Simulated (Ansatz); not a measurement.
**Structural relaxation of h-BP hexagonal flake, H-capped, Sb on P sites (36 atoms)**

How does h-BP hexagonal flake, H-capped, Sb on P sites (36 atoms) relax, and what do bonds, charges and levels look like afterwards?

Method: Kohn-Sham DFT, PBE, PAW (set soft_2), plane waves, in Ansatz 0.2.0.

**1. The starting structure**

The cell holds 36 atoms: 9 P, 12 B, 3 Sb and 12 H. Its edges and angles: a = 21.876 Å, b = 22.090 Å, c = 10.000 Å, α = 90.0°, β = 90.0°, γ = 90.0°. It derives from BP (h-BP). h-BP (a = 3.21 Å), rectangular cell with x along the armchair direction; hexagon of inner radius 6 Å, edges capped with H, 10 Å of vacuum, 3 of 12 P replaced by Sb at random; not relaxed, displaced by a Gaussian of 0.02 Å. Regions: sheet, 24 atoms (9 P, 12 B and 3 Sb); hydrogen, 12 atoms (12 H). Vacuum lies along a, b and c.

What the set-up can't give: The main run has no spin polarisation, so any moments at edges, vacancies or dangling bonds can't form in it. The levels lack spin–orbit coupling, which is large for the heavy elements here.

**2. Single point at the start**

The forces at the start show how far the geometry lies from a minimum of this functional.

input.yaml

```yaml
crystal:
  lattice:
    - [21.87647, 0.0, 0.0]
    - [0.0, 22.08951, 0.0]
    - [0.0, 0.0, 10.0]
  atoms:
    - { symbol: P, position: [0.45338, 0.28127, 0.5002] }
    - { symbol: B, position: [0.28108, 0.42743, 0.49982] }
    - { symbol: Sb, position: [0.32587, 0.35657, 0.5007] }
    - { symbol: B, position: [0.40989, 0.35621, 0.49958] }
    [... 26 atom lines left out ...]
    - { symbol: H, position: [0.56363, 0.23489, 0.49973] }
    - { symbol: H, position: [0.69158, 0.30823, 0.50085] }
    - { symbol: H, position: [0.77153, 0.42821, 0.50125] }
    - { symbol: H, position: [0.77051, 0.57347, 0.49971] }
    - { symbol: H, position: [0.56448, 0.76693, 0.50079] }
    - { symbol: H, position: [0.69377, 0.68978, 0.49557] }
kpoints:
  mp_grid: { grid: [1, 1, 1] }
hamiltonian:
  xc: pbe
scf:
  occupations: { method: gaussian, width: 0.025 }
output:
  forces: true
  populations: true
  dos:
    method: { smearing: { sigma: 0.08 } }
    de: 0.1
    projected:
      site_lists:
        B: [B]
        H: [H]
        P: [P]
        Sb: [Sb]
        sheet: [0, 1, 2, 3, 4, 5, 6, 7, 8, 9, 10, 11, 12, 13, 14, 15, 16, 17, 18, 19, 20, 21, 22, 23]
        hydrogen: [24, 25, 26, 27, 28, 29, 30, 31, 32, 33, 34, 35]
  eigenvalues: true
```

Started as:

```sh
$ ansatz run input.yaml --threads 4 --pin off --max-ram 8192MiB --backend cpu --events-out ev --progress --plain --runs-dir out
```

Run time: 24 s. Hardware: 4 threads of Intel Xeon Platinum 8259CL at 2.50GHz (Skylake/Cascade Lake), shared host; peak memory 2.9 GiB; 78 s of CPU time.

Numbers from this run:

| Property | Result |
| --- | --- |
| free energy | -28301.6578 eV |
| free energy per atom | -786.1572 eV/atom |
| SCF cycles | 10 |
| r.m.s. force component | 2.143 eV/Å |
| longest force | 9.629 eV/Å |
| Fermi energy | -3.225 eV |
| gap (highest filled to lowest empty level) | 1.844 eV |
| spilling of the projection | 0.0124 |

The r.m.s. force component of 2.1 eV/Å sets the starting point.

Length of the force by element:

```csv
element,coordination,atoms,mean length of the force (eV/Å),spread,least,most
B,all,12,5.07,3.27,0.277,9.63
H,all,12,0.856,1.25,0.0829,4.84
P,all,9,1.02,0.316,0.523,1.56
Sb,all,3,2.62,0.261,2.34,2.97
```

**3. Relaxation**

With the cell held, the atoms are moved downhill towards a nearby minimum.

input.yaml, the sections that differ from step 2:

```yaml
output:
  forces: true
relax:
  f_tol: 0.03
  max_steps: 200
# crystal, kpoints, hamiltonian, scf: as in step 2
```

Wall time 3.3 min (4 threads); peak memory 2.9 GiB; 12 min of CPU time.

The steps of the relaxation:

```csv
step,energy less that of the first step (eV),largest force component (eV/Å)
1,0.0000,8.3642
2,-5.8360,3.0083
3,-7.5397,0.6029
4,-7.7895,0.2777
5,-7.8945,0.4179
6,-7.9687,0.4324
7,-8.0250,0.1497
8,-8.0558,0.1859
9,-8.0779,0.1183
10,-8.0936,0.1405
11,-8.1063,0.1636
12,-8.1230,0.2348
13,-8.1564,0.1063
14,-8.1687,0.3338
15,-8.1801,0.2201
16,-8.1896,0.0893
17,-8.1943,0.0469
18,-8.1955,0.0676
19,-8.1975,0.0372
20,-8.1980,0.0065
```

The atoms that moved most (Å):

```csv
atom,dx,dy,dz,length
Sb9,-0.087,0.063,1.318,1.322
H27,0.014,-0.017,-0.765,0.765
Sb3,-0.341,-0.268,0.542,0.694
H33,-0.050,0.282,-0.611,0.675
B8,-0.153,-0.068,0.653,0.675
Sb15,0.167,-0.199,0.616,0.669
H26,-0.077,0.214,-0.603,0.645
B18,0.114,0.100,0.616,0.635
```

Final coordinates:

```xyz
36
Lattice="21.8765 0.0000 0.0000 0.0000 22.0895 0.0000 0.0000 0.0000 10.0000" Properties=species:S:1:pos:R:3
P     9.9026    6.1853    4.9685
B     6.0377    9.5411    4.8170
Sb    6.7880    7.6085    5.5491
B     8.9984    7.7514    5.2885
P     9.8606    9.3648    5.6242
B     6.2514   12.7037    4.8072
P     7.0274   11.0492    5.1873
B     8.8320   10.9215    5.6425
Sb    9.8125   12.7492    6.3381
P     7.0427   14.3317    5.1202
B     8.8633   14.4825    5.3663
P     9.9289   15.9855    5.2370
B    11.6960    5.9165    4.9267
B    11.7313    9.4753    5.5997
Sb   12.8537    7.6096    5.6182
B    14.8793    7.8263    4.8691
P    15.5349    9.5120    4.9255
B    11.8846   12.7046    5.6448
P    12.7253   11.0569    5.5799
B    14.5452   11.0600    5.1521
P    15.4115   12.7030    5.0732
B    11.7439   15.8521    4.9442
P    12.7288   14.3074    5.2612
B    14.5314   14.2864    4.8214
H     9.0674    5.0934    4.6353
H     4.9250    9.6498    4.3900
H     6.3962    6.5778    4.2321
H     5.1283   12.6924    4.3934
H     6.4315   15.3920    4.4071
H     9.3550   17.0571    4.5096
H    12.2036    4.8710    4.6552
H    15.5435    6.8778    4.5802
H    16.8287    9.7413    4.4013
H    16.6924   12.6189    4.4805
H    12.3307   16.8287    4.5777
H    15.1149   15.2762    4.4937
```

The relaxation changed the energy by -228 meV/atom, and atoms moved by 0.51 Å r.m.s., 1.3 Å at most.

**4. Structure statistics after relaxation**

Bonds before and after, by the cutoffs listed below:

```csv
pair,bonds before,bonds after,mean before (Å),mean after (Å),spread before (Å),spread after (Å)
B-H,6,6,1.192,1.195,0.031,0.002
B-P,22,22,1.850,1.850,0.033,0.017
B-Sb,8,8,1.860,2.190,0.035,0.020
H-P,5,5,1.420,1.415,0.017,0.001
H-Sb,1,1,1.483,1.718,0.000,0.000
```

Normalised to the volume that the atoms fill. g(r), total and by pair (bins of 0.2 Å):

```csv
r (Å),total,B-B,B-H,B-P,B-Sb,H-H,H-P
1.10,2.16,0.00,9.70,0.00,0.00,0.00,0.00
1.30,0.00,0.00,0.00,0.00,0.00,0.00,0.00
1.50,1.23,0.00,0.00,0.00,0.00,0.00,7.35
1.70,0.17,0.00,0.00,0.00,0.00,0.00,0.00
1.90,3.18,0.00,0.00,19.10,0.00,0.00,0.00
2.10,0.63,0.00,0.00,0.00,11.35,0.00,0.00
2.30,0.20,0.00,0.00,0.00,3.62,0.00,0.00
2.50,0.00,0.00,0.00,0.00,0.00,0.00,0.00
2.70,1.30,0.00,2.96,0.00,0.00,0.00,3.83
2.90,0.34,0.00,0.00,0.00,0.00,1.55,0.00
3.10,0.81,2.22,0.49,0.00,0.00,2.79,0.00
3.30,1.29,5.10,0.59,0.00,0.00,0.39,0.53
3.50,0.78,1.44,0.19,0.23,0.00,0.38,0.00
3.70,0.30,1.00,0.00,0.42,0.00,0.00,0.68
3.90,0.69,0.00,0.28,2.38,3.56,0.30,0.00
4.10,0.00,0.00,0.00,0.00,0.00,0.00,0.00
4.30,0.27,0.00,1.09,0.00,0.00,0.00,0.16
4.50,0.15,0.00,0.11,0.00,0.00,0.00,0.75
4.70,0.18,0.00,0.20,0.00,0.00,0.00,0.28
4.90,0.35,0.00,0.09,1.84,0.00,0.00,0.12
5.10,0.45,0.00,0.34,0.79,2.00,0.00,0.56
5.30,0.29,0.00,0.56,0.54,0.97,0.00,0.11
5.50,0.05,0.14,0.00,0.00,0.00,0.00,0.00
5.70,0.40,1.51,0.00,0.00,0.00,0.13,0.27
5.90,0.23,0.39,0.38,0.00,0.00,0.26,0.43
6.10,0.20,0.00,0.06,0.00,0.00,0.73,0.16
6.30,0.16,0.11,0.40,0.00,0.00,0.12,0.23
6.50,0.15,0.43,0.11,0.00,0.00,0.00,0.14
```

Bonds by pair of elements; cutoffs follow the first minimum of g(r), held within bounds set by covalent radii, and pairs that aren't listed don't count as bonded (cutoffs were set anew for this text, so counts can differ from the run's own analysis):

```csv
pair A-B,cutoff (Å),bonds,mean length (Å),spread (Å),shortest (Å),B about A,A about B
B-H,1.44,6,1.20,0.002,1.19,0.5,0.5
B-P,2.27,22,1.85,0.017,1.81,1.83,2.44
B-Sb,2.62,8,2.19,0.02,2.17,0.667,2.67
H-P,1.73,5,1.42,0.001,1.41,0.417,0.556
H-Sb,2.12,1,1.72,0,1.72,0.083,0.333
```

How many atoms have how many bonded neighbours:

```csv
element,mean,1,3
B,3,0,12
H,1,12,0
P,3,0,9
Sb,3,0,3
```

Counting bonds as in the table, all B atoms have 3, all H atoms have 1, all P atoms have 3 and all Sb atoms have 3 bonded neighbours.

**5. Single point at the relaxed geometry**

The electronic structure is read at the final geometry, in a run of its own.

input.yaml

```yaml
crystal:
  lattice:
    - [21.87647, 0.0, 0.0]
    - [0.0, 22.08951, 0.0]
    - [0.0, 0.0, 10.0]
  atoms:
    - { symbol: P, position: [0.45266, 0.28001, 0.49685] }
    - { symbol: B, position: [0.27599, 0.43193, 0.4817] }
    - { symbol: Sb, position: [0.31029, 0.34444, 0.55491] }
    - { symbol: B, position: [0.41133, 0.35091, 0.52885] }
    [... 26 atom lines left out ...]
    - { symbol: H, position: [0.55784, 0.22051, 0.46552] }
    - { symbol: H, position: [0.71051, 0.31136, 0.45802] }
    - { symbol: H, position: [0.76926, 0.44099, 0.44013] }
    - { symbol: H, position: [0.76303, 0.57126, 0.44805] }
    - { symbol: H, position: [0.56365, 0.76184, 0.45777] }
    - { symbol: H, position: [0.69092, 0.69156, 0.44937] }
kpoints:
  mp_grid: { grid: [1, 1, 1] }
hamiltonian:
  xc: pbe
scf:
  occupations: { method: gaussian, width: 0.025 }
output:
  forces: true
  populations: true
  dos:
    method: { smearing: { sigma: 0.08 } }
    de: 0.1
    projected:
      site_lists:
        B: [B]
        H: [H]
        P: [P]
        Sb: [Sb]
        sheet: [0, 1, 2, 3, 4, 5, 6, 7, 8, 9, 10, 11, 12, 13, 14, 15, 16, 17, 18, 19, 20, 21, 22, 23]
        hydrogen: [24, 25, 26, 27, 28, 29, 30, 31, 32, 33, 34, 35]
  eigenvalues: true
  write_density: true
  write_potential: true
  volumetric_format: npy
  elf: true
```

Wall time 22 s (4 threads); peak memory 3 GiB; 79 s of CPU time.

The program notes that the exchange-correlation potential is rough where the density is thin.

Read from the output:

```
free energy                                      : -28309.8558 eV
free energy per atom                             : -786.3849 eV/atom
SCF cycles                                       : 10
r.m.s. force component                           : 0.0024 eV/Å
longest force                                    : 0.00984 eV/Å
Fermi energy                                     : -3.476 eV
gap (highest filled to lowest empty level) : 1.714 eV
spilling of the projection                       : 0.01173
```

Löwdin charges by element (they lack the spilled electrons, 0.045 e an atom on average):

```csv
element,coordination,atoms,mean charge (e),spread,least,most
B,all,12,-0.517,0.0692,-0.608,-0.421
H,all,12,0.0629,0.0507,-0.068,0.108
P,all,9,0.556,0.0636,0.477,0.639
Sb,all,3,0.686,0.103,0.544,0.786
```

By region:

```csv
region,atoms,mean length of the force (eV/Å)
sheet,24,0.004
hydrogen,12,0.002
```

Density of states as counts of states in windows of 1 eV (from the Fermi level), total and the larger projections:

```csv
from (eV),to (eV),total,sheet,B p,P p,H s,hydrogen,Sb p
-10,-9,2.0,1.8,0.4,0.1,0.2,0.2,0.0
-9,-8,2.9,2.5,0.2,1.1,0.4,0.4,0.1
-8,-7,9.8,8.3,0.9,3.4,1.4,1.4,0.5
-7,-6,6.8,5.2,1.2,2.2,1.4,1.4,0.2
-6,-5,10.5,8.1,3.0,3.5,2.2,2.2,0.3
-5,-4,12.0,9.9,5.2,3.6,1.9,1.9,0.4
-4,-3,14.7,12.9,6.2,4.8,1.6,1.6,1.5
-3,-2,15.2,14.3,6.6,4.7,0.7,0.7,2.6
-2,-1,9.7,9.6,2.7,4.6,0.1,0.1,2.0
-1,0,2.3,2.2,0.5,0.8,0.0,0.0,0.9
0,1,2.6,2.5,2.2,0.1,0.0,0.0,0.1
1,2,9.3,8.7,6.4,1.4,0.1,0.1,0.5
2,3,6.1,5.0,2.8,1.3,0.4,0.4,0.2
3,4,22.2,11.9,4.0,2.7,2.5,2.5,1.6
```

The curve was stored every 0.10 eV, coarse against its broadening of 0.08 eV, so these counts are rough.

Between -26 and -10 eV lie 22 more states.

The stored curve holds about 108 of the 138 electrons; the rest, give or take the few that broadening carries across the Fermi level, lie in deeper levels below its range.

The levels nearest the highest filled one (over half full), pooled over k-points and spins:

```csv
level less the highest filled one (eV),occupation
-0.876,2
-0.734,2
-0.580,2
-0.483,2
-0.226,2
0,2
1.71,0
1.86,0
2.02,0
2.15,0
2.47,0
2.74,0
```

Mean Löwdin charges: B -0.52, H +0.06, P +0.56, Sb +0.69 e (they miss 1.2 % of the electrons, so they add up to more than the cell's charge). The largest share in the top eV of filled states is P p (45 % of the projected weight), and in the lowest eV of empty states B p (76 % of the projected weight).

**6. Summary of results**

```
energy change in the relaxation                  : -227.7 meV/atom
r.m.s. displacement                              : 0.513 Å
largest displacement                             : 1.322 Å
free energy per atom                             : -786.3849 eV/atom
r.m.s. force component                           : 0.0024 eV/Å
gap (highest filled to lowest empty level) : 1.714 eV
wall time of the 3 DFT runs                      : 4.1 min
```

Relaxation lowers the energy by 228 meV/atom and moves atoms by 0.51 Å r.m.s.; the r.m.s. force component goes from 2.1 to 0.0024 eV/Å, and the gap from 1.84 to 1.71 eV. By the final cutoffs no bond was broken or made. First to last step the energy falls by 8.198 eV; the largest move, 1.32 Å, is that of Sb9. The B-Sb bonds change most in mean length: from 1.860 Å (spread 0.035) to 2.190 Å (spread 0.020). Counting bonds as in the table, all B atoms have 3, all H atoms have 1, all P atoms have 3 and all Sb atoms have 3 bonded neighbours. The highest filled and lowest empty levels differ by 1.71 eV (at Γ alone); a semilocal functional tends to put such gaps too low.

[Logs are printed without paths, hosts, clocks, repeated set-up lines and the standing remarks that a program may print on its own settings, such as how far it seeks lower states.]

[Hosts, paths, dates, database ids (printed as entryN), source tags and the programs' standing remarks are cut or masked in the printed files.]
